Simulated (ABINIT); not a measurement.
## Beyond one shot: SiO2 (P3_221)

Aim: iterate the self-energy on SiO2 (P3_221) and follow the gap from cycle to cycle.

Calculated with ABINIT 10.8.3; PBE and many-body steps on it, plane waves.

### 1. Starting point

The structure is trigonal, space group P3_221 (No. 154). The conventional cell has a = 4.916 Å, b = 4.916 Å, c = 5.408 Å, α = 90.00°, β = 90.00°, γ = 120.00°. Nearest to Si lie 4 O at 1.61 Å. Nearest to O lie 2 Si at 1.61 Å. Farther neighbours and most contacts between anions are not listed.

The cell and positions come from the Crystallography Open Database and are kept as given unless a step says otherwise.

### 2. Empty states on the mesh, 3×3×2 mesh, 236 bands

This step: ABINIT 10.8.3; DFT, PBE, plane waves, norm-conserving pseudopotentials.

The sums over transitions need many empty states on a uniform mesh; this step solves for them.

Input file run.abi:

```
acell 3*1.0 Angstrom
rprim 
  4.916359999971 0.000000000007 0.000000000000
  -2.458179999991 4.257692654122 0.000000000000
  0.000000000000 0.000000000000 5.408400000000
ntypat 2
znucl 14 8
natom 9
typat 1 1 1 2 2 2 2 2 2
xred 
  0.469730000000 0.000000000000 0.666666666667
  0.000000000000 0.469730000000 0.333333333333
  0.530270000000 0.530270000000 -0.000000000000
  0.413540000000 0.267580000000 0.785580000000
  0.732420000000 0.145960000000 0.452246666667
  0.854040000000 0.586460000000 0.118913333333
  0.267580000000 0.413540000000 0.214420000000
  0.145960000000 0.732420000000 0.547753333333
  0.586460000000 0.854040000000 0.881086666667
pp_dirpath "pseudos"
pseudos "Si.upf, O.upf"
ecut 36
ngkpt 3 3 2
nshiftk 1
shiftk 0 0 0
kptopt 1
chksymbreak 0
iscf -2
irdden 1
istwfk *1
nband 236
nbdbuf 20
tolwfr 1e-09
nstep 60
prtvol 0
indata_prefix "in"
outdata_prefix "out"
tmpdata_prefix "tmp"
```

Run with:

```
$ OMP_NUM_THREADS=1 mpirun -n 4 abinit run.abi > log
```

Numbers of over 12 decimals in the logs are rounded to 6 here.

Output:

```text
.Version 10.8.3 of ABINIT. v10.8.2 released Aug 2026.

 Symmetries : space group P3_2 2 1 (#154); Bravais hP (primitive hexag.)
[... echo of the input left out ...]
== DATASET  1 ==================================================================
-   mpi_nproc: 4, omp_nthreads: 1 (-1 if OMP is not activated)

--- !DatasetInfo
iteration_state: {dtset: 1, }
dimensions: {natom: 9, nkpt: 6, mband: 236, nsppol: 1, nspinor: 1, nspden: 1, mpw: 7935, }
cutoff_energies: {ecut:  36.0, pawecutdg:  -1.0, }
[...]
2.87251    2.87742    2.87742    2.89578    2.90548    2.92347    2.92347    2.94458
   2.95551    2.95551    2.98391    2.98392    3.00081    3.00297    3.00298    3.01445
   3.03351    3.03384    3.05306    3.07574
 prteigrs : prtvol=0 or 1, do not print more k-points.

== END DATASET(S) ==============================================================
================================================================================

 -outvars: echo values of variables after computation  --------
            nband         236
             nkpt           6
          spgroup         154
 [... the other variables as echoed above ...]

 Calculation completed.
```

Run time: 2.7 min. Hardware: 4 MPI ranks of Arm Neoverse V2, shared host; peak memory 0.55 GiB.

Numbers from this step:

| Quantity | Value |
| --- | --- |
| gap | 6.031 eV |
| k of the valence top | 0.3333, 0.3333, 0 |
| k of the conduction bottom | 0, 0, 0 |
| least direct gap | 6.346 eV |
| k points computed | 6 |
| lowest point of the top converged band, above the valence top | 77.6471 eV |

On this mesh the gap is 6.031 eV.

The density comes from a self-consistent run that is not shown.

### 3. Screening, 3×3×2 mesh, 216 bands, screening to 155.1 eV

The RPA dielectric matrix is built and inverted for each q.

This step: RPA screening on PBE, plane waves, norm-conserving pseudopotentials.

run.abi, as its differences from that of step 2:

```diff
@@ -27,10 +27,11 @@
 chksymbreak 0
-iscf -2
-irdden 1
 istwfk *1
-nband 236
-nbdbuf 20
-tolwfr 1e-09
-nstep 60
-prtvol 0
+occopt 1
+irdwfk 1
+optdriver 3
+nband 216
+ecuteps 5.7
+inclvkb 2
+awtr 1
+symchi 1
 indata_prefix "in"
```

Output:

```text
.Version 10.8.3 of ABINIT. v10.8.2 released Aug 2026.

 Symmetries : space group P3_2 2 1 (#154); Bravais hP (primitive hexag.)
[... echo of the input left out ...]
== DATASET  1 ==================================================================
-   mpi_nproc: 4, omp_nthreads: 1 (-1 if OMP is not activated)

--- !DatasetInfo
iteration_state: {dtset: 1, }
dimensions: {natom: 9, nkpt: 6, mband: 216, nsppol: 1, nspinor: 1, nspden: 1, mpw: 7935, }
cutoff_energies: {ecut:  36.0, pawecutdg:  -1.0, }
electrons: {nelect:   4.80000000E+01, charge:   0.00000000E+00, occopt:   1.00000000E+00, tsmear:   1.00000000E-02, }

 SCREENING: Calculation of the susceptibility and dielectric matrices

 Based on a program developped by R.W. Godby, V. Olevano, G. Onida, and L. Reining.
 Incorporated in ABINIT by V. Olevano, G.-M. Rignanese, and M. Torrent.
.Using double precision arithmetic ; gwpc =  8

[... cell and pseudopotentials left out ...]
--------------------------------------------------------------------------------

 ==== K-mesh for the wavefunctions ====
 Number of points in the irreducible wedge :     6
[... list of points left out ...]
 Together with  6 symmetry operations and time-reversal symmetry
 yields    18 points in the full Brillouin Zone.

 ==== Q-mesh for the screening function ====
 Number of points in the irreducible wedge :     6
[... list of points left out ...]
 Together with  6 symmetry operations and time-reversal symmetry
 yields    18 points in the full Brillouin Zone.

 setmesh: FFT mesh size selected  =    36x   36x   45
          total number of points  =        58320

 vcoul_init : cutoff-mode = AUXILIARY_FUNCTION
 q-points for optical limit:   1
     1)      0.000010    0.000020    0.000030

- screening: taking advantage of time-reversal symmetry
- Maximum band index for partially occupied states nbvw = 24
- Remaining bands to be divided among processors   nbcw = 192
- Number of bands treated by each node ~48

 Number of electrons calculated from density =   48.0000; Expected =   48.0000
 average of density, n =  0.062829
 r_s =    1.5605
 omega_plasma =   24.1788 [eV]

 calculating chi0 at frequencies [eV] :
  1    0.000000E+00    0.000000E+00
  2    0.000000E+00    2.417879E+01

--------------------------------------------------------------------------------
  q-point number  1        q = ( 0.000000, 0.000000, 0.000000) [r.l.u.]
--------------------------------------------------------------------------------
[... chi0 elements left out ...]
 For q-point:  0.000010 0.000020 0.000030
  dielectric constant =   2.3273
  dielectric constant without local fields =   2.5405

  Average fulfillment of the sum rule on Im[epsilon] for q-point    1 :     68.57  [%]
[... wings left out ...]
  q-point number  2        q = ( 0.333333, 0.000000, 0.000000) [r.l.u.]
--------------------------------------------------------------------------------
[... chi0 elements left out ...]
  Average fulfillment of the sum rule on Im[epsilon] for q-point    2 :     74.08  [%]

 [... 4 further q-points ...]
```

It took 2.6 min on 4 MPI ranks; peak memory 2.3 GiB; 10 min of CPU time.

This step gave:

* ε∞ with local fields, on this mesh, along the program's q direction: 2.327
* the same without local fields: 2.541
* plasma frequency: 24.18 eV
* plane waves in the screening matrix: 503

Local fields lower ε∞ by 8 %. On a Γ-centred mesh this coarse the value itself is usually too large, while a short band sum pulls it down.

### 4. G0W0

The self-energy is evaluated for the states that the input lists, and the levels follow from it, in one-shot runs by the linearised quasiparticle equation.

This step: G0W0 on PBE, plane waves, norm-conserving pseudopotentials.

run.abi, as its differences from that of step 3:

```diff
@@ -30,8 +30,19 @@
 irdwfk 1
-optdriver 3
+optdriver 4
 nband 216
+gwcalctyp 0
+ecutsigx 36
+symsigma 1
+nkptgw 3
+kptgw 
+  0.3333333333 0.3333333333 0.0000000000
+  0.0000000000 0.0000000000 0.0000000000
+  0.0000000000 0.0000000000 0.5000000000
+bdgw 
+  22 26
+  23 27
+  22 26
 ecuteps 5.7
-inclvkb 2
-awtr 1
-symchi 1
+irdscr 1
+ppmodel 1
 indata_prefix "in"
```

Output:

```text
.Version 10.8.3 of ABINIT. v10.8.2 released Aug 2026.

 Symmetries : space group P3_2 2 1 (#154); Bravais hP (primitive hexag.)
[... echo of the input left out ...]
== DATASET  1 ==================================================================
-   mpi_nproc: 4, omp_nthreads: 1 (-1 if OMP is not activated)

--- !DatasetInfo
iteration_state: {dtset: 1, }
dimensions: {natom: 9, nkpt: 6, mband: 216, nsppol: 1, nspinor: 1, nspden: 1, mpw: 7935, }
cutoff_energies: {ecut:  36.0, pawecutdg:  -1.0, }
electrons: {nelect:   4.80000000E+01, charge:   0.00000000E+00, occopt:   1.00000000E+00, tsmear:   1.00000000E-02, }

 SIGMA: Calculation of the GW corrections

 Based on a program developped by R.W. Godby, V. Olevano, G. Onida, and L. Reining.
 Incorporated in ABINIT by V. Olevano, G.-M. Rignanese, and M. Torrent.
.Using double precision arithmetic ; gwpc =  8

[... cell and pseudopotentials left out ...]
--------------------------------------------------------------------------------

 ==== K-mesh for the wavefunctions ====
 Number of points in the irreducible wedge :     6
[... list of points left out ...]
 Together with  6 symmetry operations and time-reversal symmetry
 yields    18 points in the full Brillouin Zone.

 ==== Q-mesh for screening function ====
 Number of points in the irreducible wedge :     6
[... list of points left out ...]
 Together with  6 symmetry operations and time-reversal symmetry
 yields    18 points in the full Brillouin Zone.

 vcoul_init : cutoff-mode = AUXILIARY_FUNCTION
 q-points for optical limit:   1
     1)      0.000010    0.000020    0.000030
 setmesh: FFT mesh size selected  =    45x   45x   60
          total number of points  =       121500

 Number of electrons calculated from density =   48.0000; Expected =   48.0000
 average of density, n =  0.062829
 r_s =    1.5605
 omega_plasma =   24.1788 [eV]

 === KS Band Gaps ===
  >>>> For spin  1
   Minimum direct gap =   6.3458 [eV], located at k-point      :   0.0000  0.0000  0.0000
   Fundamental gap    =   6.0307 [eV], Top of valence bands at :   0.3333  0.3333  0.0000
                                       Bottom of conduction at :   0.0000  0.0000  0.0000
 SIGMA fundamental parameters:
 PLASMON POLE MODEL  1
 number of plane-waves for SigmaX                 7935
 number of plane-waves for SigmaC and W            503
 number of plane-waves for wavefunctions          7935
 number of bands                                   216
 number of independent spin polarizations            1
 number of spinorial components                      1
 number of k-points in IBZ                           6
 number of q-points in IBZ                           6
 number of symmetry operations                       6
 number of k-points in BZ                           18
 number of q-points in BZ                           18
 number of frequencies for dSigma/dE                 9
 frequency step for dSigma/dE [eV]                0.25
 number of omega for Sigma on real axis              0
 max omega for Sigma on real axis  [eV]           0.00
 zcut for avoiding poles [eV]                     0.10

 EPSILON^-1 parameters (SCR file):
 dimension of the eps^-1 matrix on file            503
 dimension of the eps^-1 matrix used               503
 number of plane-waves for wavefunctions          7935
 number of bands                                   216
 number of q-points in IBZ                           6
 number of frequencies                               2
 number of real frequencies                          1
 number of imag frequencies                          1

 matrix elements of self-energy operator (all in [eV])

 Perturbative Calculation

--- !SelfEnergy_ee
iteration_state: {dtset: 1, }
kpoint     : [   0.333,    0.333,    0.000, ]
spin       : 1
KS_gap     :    8.938
QP_gap     :   11.985
Delta_QP_KS:    3.047
data: !SigmaeeData |
     Band     E0 <VxcDFT>   SigX SigC(E0)      Z dSigC/dE  Sig(E)    E-E0       E
       22  -0.237 -19.751 -25.563   4.028   0.815  -0.227 -21.206  -1.455  -1.692
       23  -0.237 -19.751 -25.563   4.028   0.815  -0.227 -21.206  -1.455  -1.692
       24   0.197 -20.112 -25.804   4.005   0.817  -0.225 -21.489  -1.378  -1.181
       25   9.135 -12.405  -7.190  -3.272   0.859  -0.164 -10.737   1.669  10.804
       26   9.135 -12.405  -7.190  -3.272   0.859  -0.164 -10.737   1.669  10.804

--- !SelfEnergy_ee
iteration_state: {dtset: 1, }
kpoint     : [   0.000,    0.000,    0.000, ]
spin       : 1
KS_gap     :    6.346
QP_gap     :    9.006
Delta_QP_KS:    2.660
data: !SigmaeeData |
     Band     E0 <VxcDFT>   SigX SigC(E0)      Z dSigC/dE  Sig(E)    E-E0       E
       23  -0.119 -19.538 -25.280   3.958   0.817  -0.224 -20.995  -1.457  -1.576
[...]
--- !SelfEnergy_ee
iteration_state: {dtset: 1, }
kpoint     : [   0.000,    0.000,    0.500, ]
spin       : 1
KS_gap     :    8.057
QP_gap     :   10.992
Delta_QP_KS:    2.935
data: !SigmaeeData |
     Band     E0 <VxcDFT>   SigX SigC(E0)      Z dSigC/dE  Sig(E)    E-E0       E
[...]
24   0.108 -19.968 -25.709   4.013   0.816  -0.225 -21.378  -1.410  -1.302
       25   8.165 -12.304  -7.456  -3.078   0.861  -0.161 -10.779   1.525   9.690
       26   8.165 -12.304  -7.456  -3.078   0.861  -0.161 -10.779   1.525   9.690

== END DATASET(S) ==============================================================
================================================================================

 -outvars: echo values of variables after computation  --------
           etotal      0.0000000000E+00
            nband         216
             nkpt           6
          spgroup         154
 [... the other variables as echoed above ...]

 Calculation completed.
```

The job ended after 57 s (4 MPI ranks; peak memory 2.1 GiB; 3.8 min of CPU time).

Numbers from this step:

- G0W0 gap on the points computed: 8.611 eV
- starting gap on the mesh: 6.031 eV
- k of the valence top: 0.3333, 0.3333, 0
- k of the conduction bottom: 0, 0, 0
- Z at the valence top: 0.817
- Z at the conduction bottom: 0.87
- least direct G0W0 gap on the computed points: 9.006 eV

The gap on the mesh goes from 6.03 eV to 8.61 eV, a correction of +2.58 eV.

### 5. evGW0, cycle 1

This step: evGW0 on PBE, plane waves, norm-conserving pseudopotentials.

run.abi, as its differences from that of step 4:

```diff
@@ -32,14 +32,20 @@
 nband 216
-gwcalctyp 0
+gwcalctyp 10
 ecutsigx 36
 symsigma 1
-nkptgw 3
+nkptgw 6
 kptgw 
+  0.0000000000 0.0000000000 0.0000000000
+  0.3333333333 0.0000000000 0.0000000000
   0.3333333333 0.3333333333 0.0000000000
-  0.0000000000 0.0000000000 0.0000000000
   0.0000000000 0.0000000000 0.5000000000
+  0.3333333333 0.0000000000 0.5000000000
+  0.3333333333 0.3333333333 0.5000000000
 bdgw 
-  22 26
-  23 27
-  22 26
+  7 32
+  7 32
+  7 32
+  7 32
+  7 32
+  7 32
 ecuteps 5.7
```

Output:

```text
.Version 10.8.3 of ABINIT. v10.8.2 released Aug 2026.

 Symmetries : space group P3_2 2 1 (#154); Bravais hP (primitive hexag.)
[... echo of the input left out ...]
== DATASET  1 ==================================================================
-   mpi_nproc: 4, omp_nthreads: 1 (-1 if OMP is not activated)

--- !DatasetInfo
iteration_state: {dtset: 1, }
dimensions: {natom: 9, nkpt: 6, mband: 216, nsppol: 1, nspinor: 1, nspden: 1, mpw: 7935, }
cutoff_energies: {ecut:  36.0, pawecutdg:  -1.0, }
electrons: {nelect:   4.80000000E+01, charge:   0.00000000E+00, occopt:   1.00000000E+00, tsmear:   1.00000000E-02, }

 SIGMA: Calculation of the GW corrections

 Based on a program developped by R.W. Godby, V. Olevano, G. Onida, and L. Reining.
 Incorporated in ABINIT by V. Olevano, G.-M. Rignanese, and M. Torrent.
.Using double precision arithmetic ; gwpc =  8

[... cell and pseudopotentials left out ...]
--------------------------------------------------------------------------------

 ==== K-mesh for the wavefunctions ====
 Number of points in the irreducible wedge :     6
[... list of points left out ...]
 Together with  6 symmetry operations and time-reversal symmetry
 yields    18 points in the full Brillouin Zone.

 ==== Q-mesh for screening function ====
 Number of points in the irreducible wedge :     6
[... list of points left out ...]
 Together with  6 symmetry operations and time-reversal symmetry
 yields    18 points in the full Brillouin Zone.

 vcoul_init : cutoff-mode = AUXILIARY_FUNCTION
 q-points for optical limit:   1
     1)      0.000010    0.000020    0.000030
 setmesh: FFT mesh size selected  =    45x   45x   60
          total number of points  =       121500

 Number of electrons calculated from density =   48.0000; Expected =   48.0000
[...]
KS_gap     :    8.771
QP_gap     :   11.907
Delta_QP_KS:    3.135
data: !SigmaeeData |
     Band     E_DFT   <VxcDFT>   E(N-1)  <Hhartree>   SigX  SigC[E(N-1)]    Z     dSigC/dE  Sig[E(N)]  DeltaE  E(N)_pert E(N)_diago
[...]
--- !SelfEnergy_ee
iteration_state: {dtset: 1, }
kpoint     : [   0.333,    0.333,    0.500, ]
spin       : 1
KS_gap     :    9.599
QP_gap     :   13.110
Delta_QP_KS:    3.511
data: !SigmaeeData |
     Band     E_DFT   <VxcDFT>   E(N-1)  <Hhartree>   SigX  SigC[E(N-1)]    Z     dSigC/dE  Sig[E(N)]  DeltaE  E(N)_pert E(N)_diago
[...]
31    11.179   -11.203    11.179    22.382    -5.565    -3.603     0.858    -0.165    -9.456     1.747    12.926    13.214
       32    11.179   -11.203    11.179    22.382    -5.565    -3.603     0.858    -0.165    -9.456     1.747    12.926    13.214

 New Fermi energy :        1.124403E-01 Ha ,    3.059657E+00 eV

 === QP Band Gaps ===
  >>>> For spin  1
   Minimum direct gap =   9.5127 [eV], located at k-point      :   0.0000  0.0000  0.0000
   Fundamental gap    =   9.1008 [eV], Top of valence bands at :   0.3333  0.3333  0.0000
                                       Bottom of conduction at :   0.0000  0.0000  0.0000

 writing QP data on file : out_QPS

 Convergence of QP corrections
 >>>>> For spin  1 <<<<<
.  kptgw no:  1; Maximum DeltaE = (   0.000   0.000) for band index:  2
.  kptgw no:  2; Maximum DeltaE = (   1.505  -0.000) for band index:  1
.  kptgw no:  3; Maximum DeltaE = (   1.591  -0.000) for band index:  1
.  kptgw no:  4; Maximum DeltaE = (   1.695  -0.000) for band index:  1
.  kptgw no:  5; Maximum DeltaE = (   1.188  -0.000) for band index:  1
.  kptgw no:  6; Maximum DeltaE = (   1.411   0.001) for band index:  2

== END DATASET(S) ==============================================================
================================================================================

 -outvars: echo values of variables after computation  --------
           etotal      0.0000000000E+00
            nband         216
             nkpt           6
          spgroup         154
 [... the other variables as echoed above ...]

 Calculation completed.
```

The job ended after 12 min (4 MPI ranks; peak memory 2.7 GiB).

Numbers from this step:

```yaml
quasiparticle_gap_on_the_mesh: 9.101 eV
gap_of_the_density_functional_on_the_mesh: 6.031 eV
k_of_the_valence_top: 0.3333, 0.3333, 0
k_of_the_conduction_bottom: 0, 0, 0
z_at_the_valence_top: 0.817
z_at_the_conduction_bottom: 0.87
least_direct_quasiparticle_gap_on_the_computed_points: 9.513 eV
```

Against G0W0 in ABINIT (3×3×2 mesh, 216 bands, screening to 155.1 eV, Godby-Needs plasmon pole), the gap moves by +0.490 eV. This first cycle still uses the starting levels; it takes the full correction, at all points of the mesh, and its linearised value is 8.611 eV.

### 6. evGW0, cycle 2

The corrected levels of the last cycle go back in.

run.abi, as its differences from that of step 5:

```diff
@@ -53,2 +53,3 @@
 ppmodel 1
+irdqps 1
 indata_prefix "in"
```

Output:

```text
.Version 10.8.3 of ABINIT. v10.8.2 released Aug 2026.

 Symmetries : space group P3_2 2 1 (#154); Bravais hP (primitive hexag.)
[... echo of the input left out ...]
== DATASET  1 ==================================================================
-   mpi_nproc: 4, omp_nthreads: 1 (-1 if OMP is not activated)

--- !DatasetInfo
iteration_state: {dtset: 1, }
dimensions: {natom: 9, nkpt: 6, mband: 216, nsppol: 1, nspinor: 1, nspden: 1, mpw: 7935, }
cutoff_energies: {ecut:  36.0, pawecutdg:  -1.0, }
[...]
.  kptgw no:  4; Maximum DeltaE = (  -0.119   0.000) for band index: 25
.  kptgw no:  5; Maximum DeltaE = (  -0.155  -0.000) for band index: 25
.  kptgw no:  6; Maximum DeltaE = (   0.058  -0.000) for band index: 19

== END DATASET(S) ==============================================================
================================================================================

 -outvars: echo values of variables after computation  --------
           etotal      0.0000000000E+00
            nband         216
             nkpt           6
          spgroup         154
 [... the other variables as echoed above ...]

 Calculation completed.
```

The job ended after 12 min (4 MPI ranks; peak memory 2.7 GiB; 49 min of CPU time).

This step gave:

```yaml
quasiparticle_gap_on_the_mesh: 9 eV
gap_of_the_density_functional_on_the_mesh: 6.031 eV
k_of_the_valence_top: 0.3333, 0.3333, 0
k_of_the_conduction_bottom: 0, 0, 0
least_direct_quasiparticle_gap_on_the_computed_points: 9.395 eV
```

Against the cycle before, the gap moves by −0.101 eV.

(Part 1 of 3 ends here.)

[Paths, hosts, dates, memory and timing lines, banners, echoed tables and standing remarks are left out of the program output.]

[Logs are printed without paths, hosts, clocks, repeated set-up lines and the standing remarks that a program may print on its own settings, such as how far it seeks lower states.]

[Runs of the session that timed out or met a known fault of the program may be left out.]

[Hosts, paths, dates, database ids (printed as entryN), source tags and the programs' standing remarks are cut or masked in the printed files.]

[G0W0 gaps are taken among the corrected bands and points alone; a level outside them can change the order at an edge.]

[Where Ansatz stands beside ABINIT at settings called matched, ABINIT's density can come from a denser mesh and the files from another edition; pairs whose starting gaps differed by over 0.03 eV were left out, so agreement reads better than it is.]
